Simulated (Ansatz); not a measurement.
# Meshes and cutoff for the phonons of NaI (Fm-3m)

Wanted: convergence of the phonons of NaI (Fm-3m) against cost.

Method: DFT PBE, scalar-relativistic, plane waves, PAW, in Ansatz 0.2.0.

Report form: the programs' logs are mostly left out.

## Step 1: The starting structure

Symmetry: Fm-3m, No. 225, cubic system. Conventional cell: a = 6.528 Å, b = 6.528 Å, c = 6.528 Å, α = 90.00°, β = 90.00°, γ = 90.00°. Nearest to Na lie 6 I at 3.26 Å. I has 6 Na at 3.26 Å nearest. Farther neighbours and most contacts between anions are not listed.

## Step 2: Relaxing to small forces for the phonons

Phonons need a cell at rest on their own settings, so the relaxation is repeated with tight tolerances on forces and stress on the k mesh and occupations of the first response run.

input.yaml reads:

```yaml
crystal:
  lattice:
    - [0.0, 3.2640968181, 3.2640968181]
    - [3.2640968181, 0.0, 3.2640968181]
    - [3.2640968181, 3.2640968181, 0.0]
  atoms:
    - { symbol: Na, position: [0.0, 0.0, 0.0] }
    - { symbol: I, position: [0.5, 0.5, 0.5] }
kpoints:
  mp_grid: { grid: [8, 8, 8] }
hamiltonian:
  xc: pbe
scf:
  occupations: { method: fixed }
output:
  forces: true
  stress: true
  eigenvalues: true
relax:
  adjacent_minimum: "off"
  f_tol: 0.001
  max_steps: 60
  cell: { stress_tol: 0.01 }
```

Command:

```sh
ansatz run input.yaml --threads 4 --pin off --max-ram 7168MiB --backend cpu --events-out ev --progress --plain --runs-dir out
```

Wall time 1.4 s (4 threads of Arm Neoverse V2, shared host); peak memory 0.36 GiB; 4.8 s of CPU time.

Little changed from the start: no atom moved by 0.005 Å and no cell edge by 0.1 %.

This step gave:

- pressure: 0.006409 GPa
- gap on the k-mesh: 3.578 eV
- volume per atom: 34.78 Å³
- direct gap on mesh: 3.578 eV

The forces vanish by symmetry and the pressure is 0.006 GPa, within the tolerances set. The cell now holds 34.78 Å³/atom.

## Step 3: The dispersion

Stability and thermal properties need the whole zone. Linear response on a 4×4×4 q mesh gives force constants as far as a supercell of that size would, and the tensors from the zone-centre run are typed in so that the long-range dipole term is interpolated apart.

input.yaml, the sections that differ from step 2:

```yaml
output:
  eigenvalues: true
phonons:
  method: dfpt
  qmesh: [4, 4, 4]
  temperatures: { t_max: 1000, t_step: 50 }
  qpath:
    path:
      - [[0.0, 0.0, 0.0], [0.5, 0.0, 0.5], [0.625, 0.25, 0.625]]
      - [[0.375, 0.375, 0.75], [0.0, 0.0, 0.0], [0.5, 0.5, 0.5], [0.5, 0.25, 0.75], [0.5, 0.0, 0.5]]
    npoints: 10
  non_analytic_term:
    high_frequency_dielectric_tensor: [[3.331, 0.0, 0.0], [0.0, 3.331, 0.0], [0.0, 0.0, 3.331]]
    born_effective_charges:
      - { species: Na, tensor: [[1.2097, 0.0, 0.0], [0.0, 1.2097, 0.0], [0.0, 0.0, 1.2097]] }
      - { species: I, tensor: [[-1.2097, 0.0, 0.0], [0.0, -1.2097, 0.0], [0.0, 0.0, -1.2097]] }
    source: "zone-centre run at this cell"
# crystal, kpoints, hamiltonian, scf: as in step 2
# relax: removed
```

Elapsed: 1.7 min, on 4 threads; peak memory 1.5 GiB.

Numbers from this step:

* sum-rule residual before enforcement: 3.13e-5 eV/Å²
* lowest frequency on the path: 0 cm⁻¹
* point group: m-3m
* highest frequency on the path or at a solved wavevector: 164 cm⁻¹
* mean frequency: 83.1 cm⁻¹
* Debye temperature (second moment): 169 K
* logarithmic mean frequency: 74.4 cm⁻¹
* highest optical mode at the zone centre (no LO-TO term): 103.3 cm⁻¹
* lowest optical zone-centre mode: 103.3 cm⁻¹
* lowest mode on the q mesh (acoustic modes at Γ apart): 29.74 cm⁻¹
* zero-point energy per atom: 15.46 meV
* heat capacity at 300 K: 24.55 J/(mol atoms K)
* vibrational entropy at 300 K: 50.84 J/(mol atoms K)
* edges of the widest gap between branches, on path and mesh: 74.3, 99.4 cm⁻¹

Frequencies (cm⁻¹) solved at each irreducible wavevector; negative means imaginary. Frequencies by wavevector, by row:

```tsv
q in reciprocal lattice units	star	mode 1	mode 2	mode 3	mode 4	mode 5	mode 6
0 0 0	1	0	0	0	103.3	103.3	103.3
0 0 0.25	8	32.6	32.6	52.4	102.9	102.9	163.5
0 0 -0.5	4	46.1	46.1	74.3	102.5	102.5	164
0 0.25 0.25	6	29.7	29.7	61.8	105.6	105.6	134.3
0 0.25 -0.5	24	43.6	55	63	104.4	107.8	131.7
0 0.25 -0.25	12	44.6	46.3	67.7	101.5	108.5	143.7
0 -0.5 -0.5	3	38.8	38.8	60.1	107	107	112.8
0.25 -0.5 -0.25	6	52.5	52.5	57.7	110.4	110.4	116.5
```

Interpolated from a 4×4×4 q mesh, with the LO-TO term (at Γ the limit along the path; where Γ stands inside the path, tables give the limit on arrival). Phonon branches along the path, in cm⁻¹:

```tsv
point	branch 1	branch 2	branch 3	branch 4	branch 5	branch 6
Γ	0	0	0	103	103	163
halfway	30	30	62	106	106	134
X	39	39	60	107	107	113
halfway	41	46	59	107	111	112
U	45	57	59	106	111	121
jump to K	45	57	59	106	111	121
halfway	35	40	59	100	109	153
Γ	0	0	0	103	103	163
halfway	33	33	52	103	103	164
L	46	46	74	102	102	164
halfway	48	54	67	104	107	140
W	52	52	58	110	110	116
halfway	44	50	58	108	112	112
X	39	39	60	107	107	113
```

Symmetry leaves 8 wavevectors to solve. The lowest mode among them, the acoustic zeros apart, lies at q = (0, 0.25, 0.25) and is real, 29.7 cm⁻¹.

## Step 4: Another q mesh, q mesh 2×2×2

The q mesh is changed to 2×2×2, to see how far the force constants must reach.

Changes to input.yaml since step 3:

```diff
@@ -18,3 +18,3 @@
   method: dfpt
-  qmesh: [4, 4, 4]
+  qmesh: [2, 2, 2]
   temperatures: { t_max: 1000, t_step: 50 }
```

Wall time 18 s (4 threads); peak memory 0.72 GiB.

This step gave:

```yaml
mean_frequency: 83.6 cm⁻¹
debye_temperature_second_moment: 171 K
logarithmic_mean_frequency: 74.3 cm⁻¹
lowest_mode_on_the_q_mesh_acoustic_modes_at_gamma_apart: 38.75 cm⁻¹
zero_point_energy_per_atom: 15.54 meV
heat_capacity_at_300_k: 24.54 J/(mol atoms K)
vibrational_entropy_at_300_k: 50.88 J/(mol atoms K)
edges_of_the_widest_gap_between_branches_on_path_and_mesh: 74.3, 94.3 cm⁻¹
```

Frequencies (cm⁻¹) solved at each irreducible wavevector; negative means imaginary. Frequencies by wavevector, by row:

```tsv
q in reciprocal lattice units	star	mode 1	mode 2	mode 3	mode 4	mode 5	mode 6
0 0 0	1	0	0	0	103.3	103.3	103.3
0 0 -0.5	4	46.1	46.1	74.3	102.5	102.5	164
0 -0.5 -0.5	3	38.8	38.8	60.1	107	107	112.8
```

Interpolated from a 2×2×2 q mesh, with the LO-TO term (at Γ the limit along the path; where Γ stands inside the path, tables give the limit on arrival). Phonon branches along the path, in cm⁻¹:

```tsv
point	branch 1	branch 2	branch 3	branch 4	branch 5	branch 6
Γ	0	0	0	103	103	163
halfway	30	30	62	111	111	139
X	39	39	60	107	107	113
halfway	40	46	59	106	111	114
U	42	55	58	102	116	122
jump to K	42	55	58	102	116	122
halfway	34	42	60	95	116	155
Γ	0	0	0	103	103	163
halfway	34	34	53	103	103	164
L	46	46	74	102	102	164
halfway	46	49	67	102	110	144
W	50	50	56	110	115	115
halfway	43	48	57	108	111	115
X	39	39	60	107	107	113
```

The mean frequency is 83.6 cm⁻¹, +0.5 cm⁻¹ against the base run.

The highest branch reaches 164 cm⁻¹ on this path, between Γ and L. No branch goes imaginary on this path.

## Step 5: Another q mesh, k-mesh 9×9×9, q mesh 3×3×3

The q mesh is changed to 3×3×3, to see how far the force constants must reach; the k mesh is 9×9×9, against 8×8×8 in the base run, so that the q mesh divides it.

Changes to input.yaml since step 4:

```diff
@@ -9,3 +9,3 @@
 kpoints:
-  mp_grid: { grid: [8, 8, 8] }
+  mp_grid: { grid: [9, 9, 9] }
 hamiltonian:
@@ -18,3 +18,3 @@
   method: dfpt
-  qmesh: [2, 2, 2]
+  qmesh: [3, 3, 3]
   temperatures: { t_max: 1000, t_step: 50 }
```

Run time: 62 s. Hardware: 4 threads; peak memory 1.2 GiB.

Frequencies (cm⁻¹) solved at each irreducible wavevector; negative means imaginary. Frequencies by wavevector, by row:

```tsv
q in reciprocal lattice units	star	mode 1	mode 2	mode 3	mode 4	mode 5	mode 6
0 0 0	1	0	0	0	103.3	103.3	103.3
0 0 0.3333	8	39.9	39.9	64.3	102.7	102.7	163.7
0 0.3333 0.3333	6	35	35	68.8	106.4	106.4	120.3
0 0.3333 -0.3333	12	47.4	53.5	65.7	103	110.7	128.7
```

The mean frequency is 83.1 cm⁻¹, +0.0 cm⁻¹ against the base run, whose k mesh differs too.

## Step 6: Another q mesh, k-mesh 12×12×12, q mesh 6×6×6

The q mesh is changed to 6×6×6, to see how far the force constants must reach; the k mesh is 12×12×12, against 8×8×8 in the base run, so that the q mesh divides it.

Changes to input.yaml since step 5:

```diff
@@ -9,3 +9,3 @@
 kpoints:
-  mp_grid: { grid: [9, 9, 9] }
+  mp_grid: { grid: [12, 12, 12] }
 hamiltonian:
@@ -18,3 +18,3 @@
   method: dfpt
-  qmesh: [3, 3, 3]
+  qmesh: [6, 6, 6]
   temperatures: { t_max: 1000, t_step: 50 }
```

Elapsed: 17 min, on 4 threads; peak memory 4.1 GiB.

Frequencies (cm⁻¹) solved at each irreducible wavevector; negative means imaginary. Frequencies by wavevector, by row:

```tsv
q in reciprocal lattice units	star	mode 1	mode 2	mode 3	mode 4	mode 5	mode 6
0 0 0	1	0	0	0	103.3	103.3	103.3
0 0 0.1667	8	23	23	37	103.1	103.1	163.4
0 0 0.3333	8	39.9	39.9	64.3	102.7	102.7	163.7
0 0 -0.5	4	46.1	46.1	74.3	102.5	102.5	164
0 0.1667 0.1667	6	21.9	21.9	45.6	104.6	104.6	149.1
0 0.1667 0.3333	24	34.6	40.1	61.3	104.2	104.8	145
0 0.1667 -0.5	24	45.1	52.8	67.8	103.3	105.5	146.7
0 0.1667 -0.3333	24	46.3	46.4	68.5	101.8	106.7	149.2
0 0.1667 -0.1667	12	32	36.7	55.2	101.8	106	155.1
0 0.3333 0.3333	6	35	35	68.8	106.4	106.4	120.3
0 0.3333 -0.5	24	41.4	49.4	62	105.6	109.4	119.1
0 0.3333 -0.3333	12	47.4	53.5	65.7	103	110.7	128.7
0 -0.5 -0.5	3	38.8	38.8	60.1	107	107	112.8
0.1667 0.3333 -0.5	24	43.3	48.4	65.3	104.4	108.1	132.5
0.1667 0.3333 -0.3333	24	49.5	54.3	62.7	105.5	109	128.5
0.1667 -0.5 -0.3333	12	46.8	53.9	56.8	108.8	111.7	114.2
```

The mean frequency is 83.1 cm⁻¹, +0.0 cm⁻¹ against the base run, whose k mesh differs too.

## Step 7: The series together

Times are for 4 threads of Arm Neoverse V2, shared host. The runs compared:

```tsv
no.	q mesh	k-mesh	mean frequency (cm⁻¹)	zero-point energy per atom (meV)	lowest frequency on the path (cm⁻¹)	time	memory (GiB)
1	2×2×2	8×8×8	83.6	15.54	0	18 s	0.72
2	3×3×3	9×9×9	83.1	15.45	0	62 s	1.2
3	6×6×6	12×12×12	83.1	15.46	0	17 min	4.1
```

The runs together. Phonon density of states against wavenumber; read off at these points; values in 1/cm⁻¹/cell:

```tsv
wavenumber (cm⁻¹)	2×2×2, 8×8×8	3×3×3, 9×9×9	6×6×6, 12×12×12
1.0	1.0e-5	2.0e-5	1.0e-5
7.0	3.9e-4	9.7e-4	4.6e-4
13.0	0.00216	0.00363	0.00245
17.0	0.00439	0.00618	0.00467
23.0	0.00918	0.0116	0.0097
29.0	0.0183	0.0198	0.0186
35.0	0.0386	0.0344	0.0358
41.0	0.101	0.0747	0.0789
45.0	0.167	0.122	0.118
47.0	0.123	0.174	0.154
51.0	0.0835	0.0774	0.0734
57.0	0.0306	0.0273	0.0273
63.0	0.0686	0.0552	0.0706
65.0	0.108	0.0784	0.107
69.0	0.0328	0.0543	0.0386
75.0	7.0e-5	0.00165	6.0e-5
81.0	0	0	0
85.0	0	0	0
91.0	0	0	0
97.0	0.0435	0.00105	0
101.0	0.127	0.129	0.0243
103.0	0.115	0.229	0.287
109.0	0.103	0.130	0.136
115.0	0.0849	0.0115	0.0151
119.0	0.0212	0.0146	0.0199
125.0	0.0165	0.0159	0.0205
131.0	0.0178	0.0168	0.0203
137.0	0.0193	0.0180	0.0198
143.0	0.0211	0.0191	0.0197
149.0	0.0227	0.0206	0.0198
153.0	0.0247	0.0223	0.0198
159.0	0.0282	0.0264	0.0205
161.0	0.0290	0.0271	0.0217
165.0	1.0e-5	1.0e-5	0
```

The runs together, line C_V. C_V against temperature; values in J/mol-atom/K:

```tsv
temperature (K)	2×2×2, 8×8×8	3×3×3, 9×9×9	6×6×6, 12×12×12
0	0	0	0
50	15.8	15.8	15.8
100	21.8	21.8	21.8
150	23.4	23.5	23.5
200	24.1	24.1	24.1
250	24.4	24.4	24.4
300	24.5	24.6	24.6
350	24.6	24.7	24.7
400	24.7	24.7	24.7
450	24.8	24.8	24.8
500	24.8	24.8	24.8
550	24.8	24.8	24.8
600	24.8	24.8	24.8
650	24.9	24.9	24.9
700	24.9	24.9	24.9
750	24.9	24.9	24.9
800	24.9	24.9	24.9
850	24.9	24.9	24.9
900	24.9	24.9	24.9
950	24.9	24.9	24.9
1000	24.9	24.9	24.9
```

## Step 8: Another k mesh, k-mesh 2×2×2, q mesh 2×2×2

The k mesh is changed to 2×2×2 on a small fixed q mesh, to find the coarsest that serves.

input.yaml, the sections that differ from step 6:

```yaml
kpoints:
  mp_grid: { grid: [2, 2, 2] }
phonons:
  method: dfpt
  dielectric: true
  rigid_motions: translations
  qmesh: [2, 2, 2]
  temperatures: { t_max: 1000, t_step: 50 }
  qpath:
    path:
      - [[0.0, 0.0, 0.0], [0.5, 0.0, 0.5], [0.625, 0.25, 0.625]]
      - [[0.375, 0.375, 0.75], [0.0, 0.0, 0.0], [0.5, 0.5, 0.5], [0.5, 0.25, 0.75], [0.5, 0.0, 0.5]]
    npoints: 10
# crystal, hamiltonian, scf, output: as in step 6
```

Wall time 6.3 s (4 threads); peak memory 0.63 GiB; 21 s of CPU time.

The run finished; it serves as a test, and its numbers are not taken as the result.

## Step 9: Another k mesh, k-mesh 4×4×4, q mesh 2×2×2

The k mesh is changed to 4×4×4 on a small fixed q mesh, to find the coarsest that serves.

Changes to input.yaml since step 8:

```diff
@@ -9,3 +9,3 @@
 kpoints:
-  mp_grid: { grid: [2, 2, 2] }
+  mp_grid: { grid: [4, 4, 4] }
 hamiltonian:
```

Wall time 9.3 s (4 threads); peak memory 0.51 GiB; 33 s of CPU time.

The run finished; it serves as a test, and its numbers are not taken as the result.

## Step 10: Another k mesh, k-mesh 6×6×6, q mesh 2×2×2

The k mesh is changed to 6×6×6 on a small fixed q mesh, to find the coarsest that serves.

Changes to input.yaml since step 9:

```diff
@@ -9,3 +9,3 @@
 kpoints:
-  mp_grid: { grid: [4, 4, 4] }
+  mp_grid: { grid: [6, 6, 6] }
 hamiltonian:
```

Run time: 16 s. Hardware: 4 threads; peak memory 0.56 GiB.

The highest optical mode at the zone centre (no LO-TO term) is 103.3 cm⁻¹, +0.0 cm⁻¹ against the base run.

## Step 11: Another k mesh, q mesh 2×2×2

The k mesh is changed to 8×8×8 on a small fixed q mesh, to find the coarsest that serves.

Changes to input.yaml since step 10:

```diff
@@ -9,3 +9,3 @@
 kpoints:
-  mp_grid: { grid: [6, 6, 6] }
+  mp_grid: { grid: [8, 8, 8] }
 hamiltonian:
```

It took 29 s on 4 threads; peak memory 0.74 GiB; 1.8 min of CPU time.

The highest optical mode at the zone centre (no LO-TO term) is 103.3 cm⁻¹, +0.0 cm⁻¹ against the base run.

## Step 12: Another k mesh, k-mesh 12×12×12, q mesh 2×2×2

The k mesh is changed to 12×12×12 on a small fixed q mesh, to find the coarsest that serves.

Changes to input.yaml since step 11:

```diff
@@ -9,3 +9,3 @@
 kpoints:
-  mp_grid: { grid: [8, 8, 8] }
+  mp_grid: { grid: [12, 12, 12] }
 hamiltonian:
```

Run time: 60 s. Hardware: 4 threads; peak memory 1.4 GiB.

Frequencies (cm⁻¹) solved at each irreducible wavevector; negative means imaginary. Frequencies by wavevector, by row:

```tsv
q in reciprocal lattice units	star	mode 1	mode 2	mode 3	mode 4	mode 5	mode 6
0 0 0	1	0	0	0	103.3	103.3	103.3
0 0 -0.5	4	46.1	46.1	74.3	102.5	102.5	164
0 -0.5 -0.5	3	38.8	38.8	60.1	107	107	112.8
```

The highest optical mode at the zone centre (no LO-TO term) is 103.3 cm⁻¹, +0.0 cm⁻¹ against the base run.

## Step 13: Side by side

Times are for 4 threads of Arm Neoverse V2, shared host. The runs compared:

```tsv
no.	k-mesh	lowest mode on the q mesh (acoustic modes at Γ apart) (cm⁻¹)	highest frequency on the path or at a solved wavevector (cm⁻¹)	time	memory (GiB)
1	6×6×6	38.74	164	16 s	0.56
2	8×8×8	38.75	164	29 s	0.74
3	12×12×12	38.75	164	60 s	1.4
```

(Continued in part 2 of 2.)

[Logs are printed without paths, hosts, clocks, repeated set-up lines and the standing remarks that a program may print on its own settings, such as how far it seeks lower states.]

[Hosts, paths, dates, database ids (printed as entryN), source tags and the programs' standing remarks are cut or masked in the printed files.]
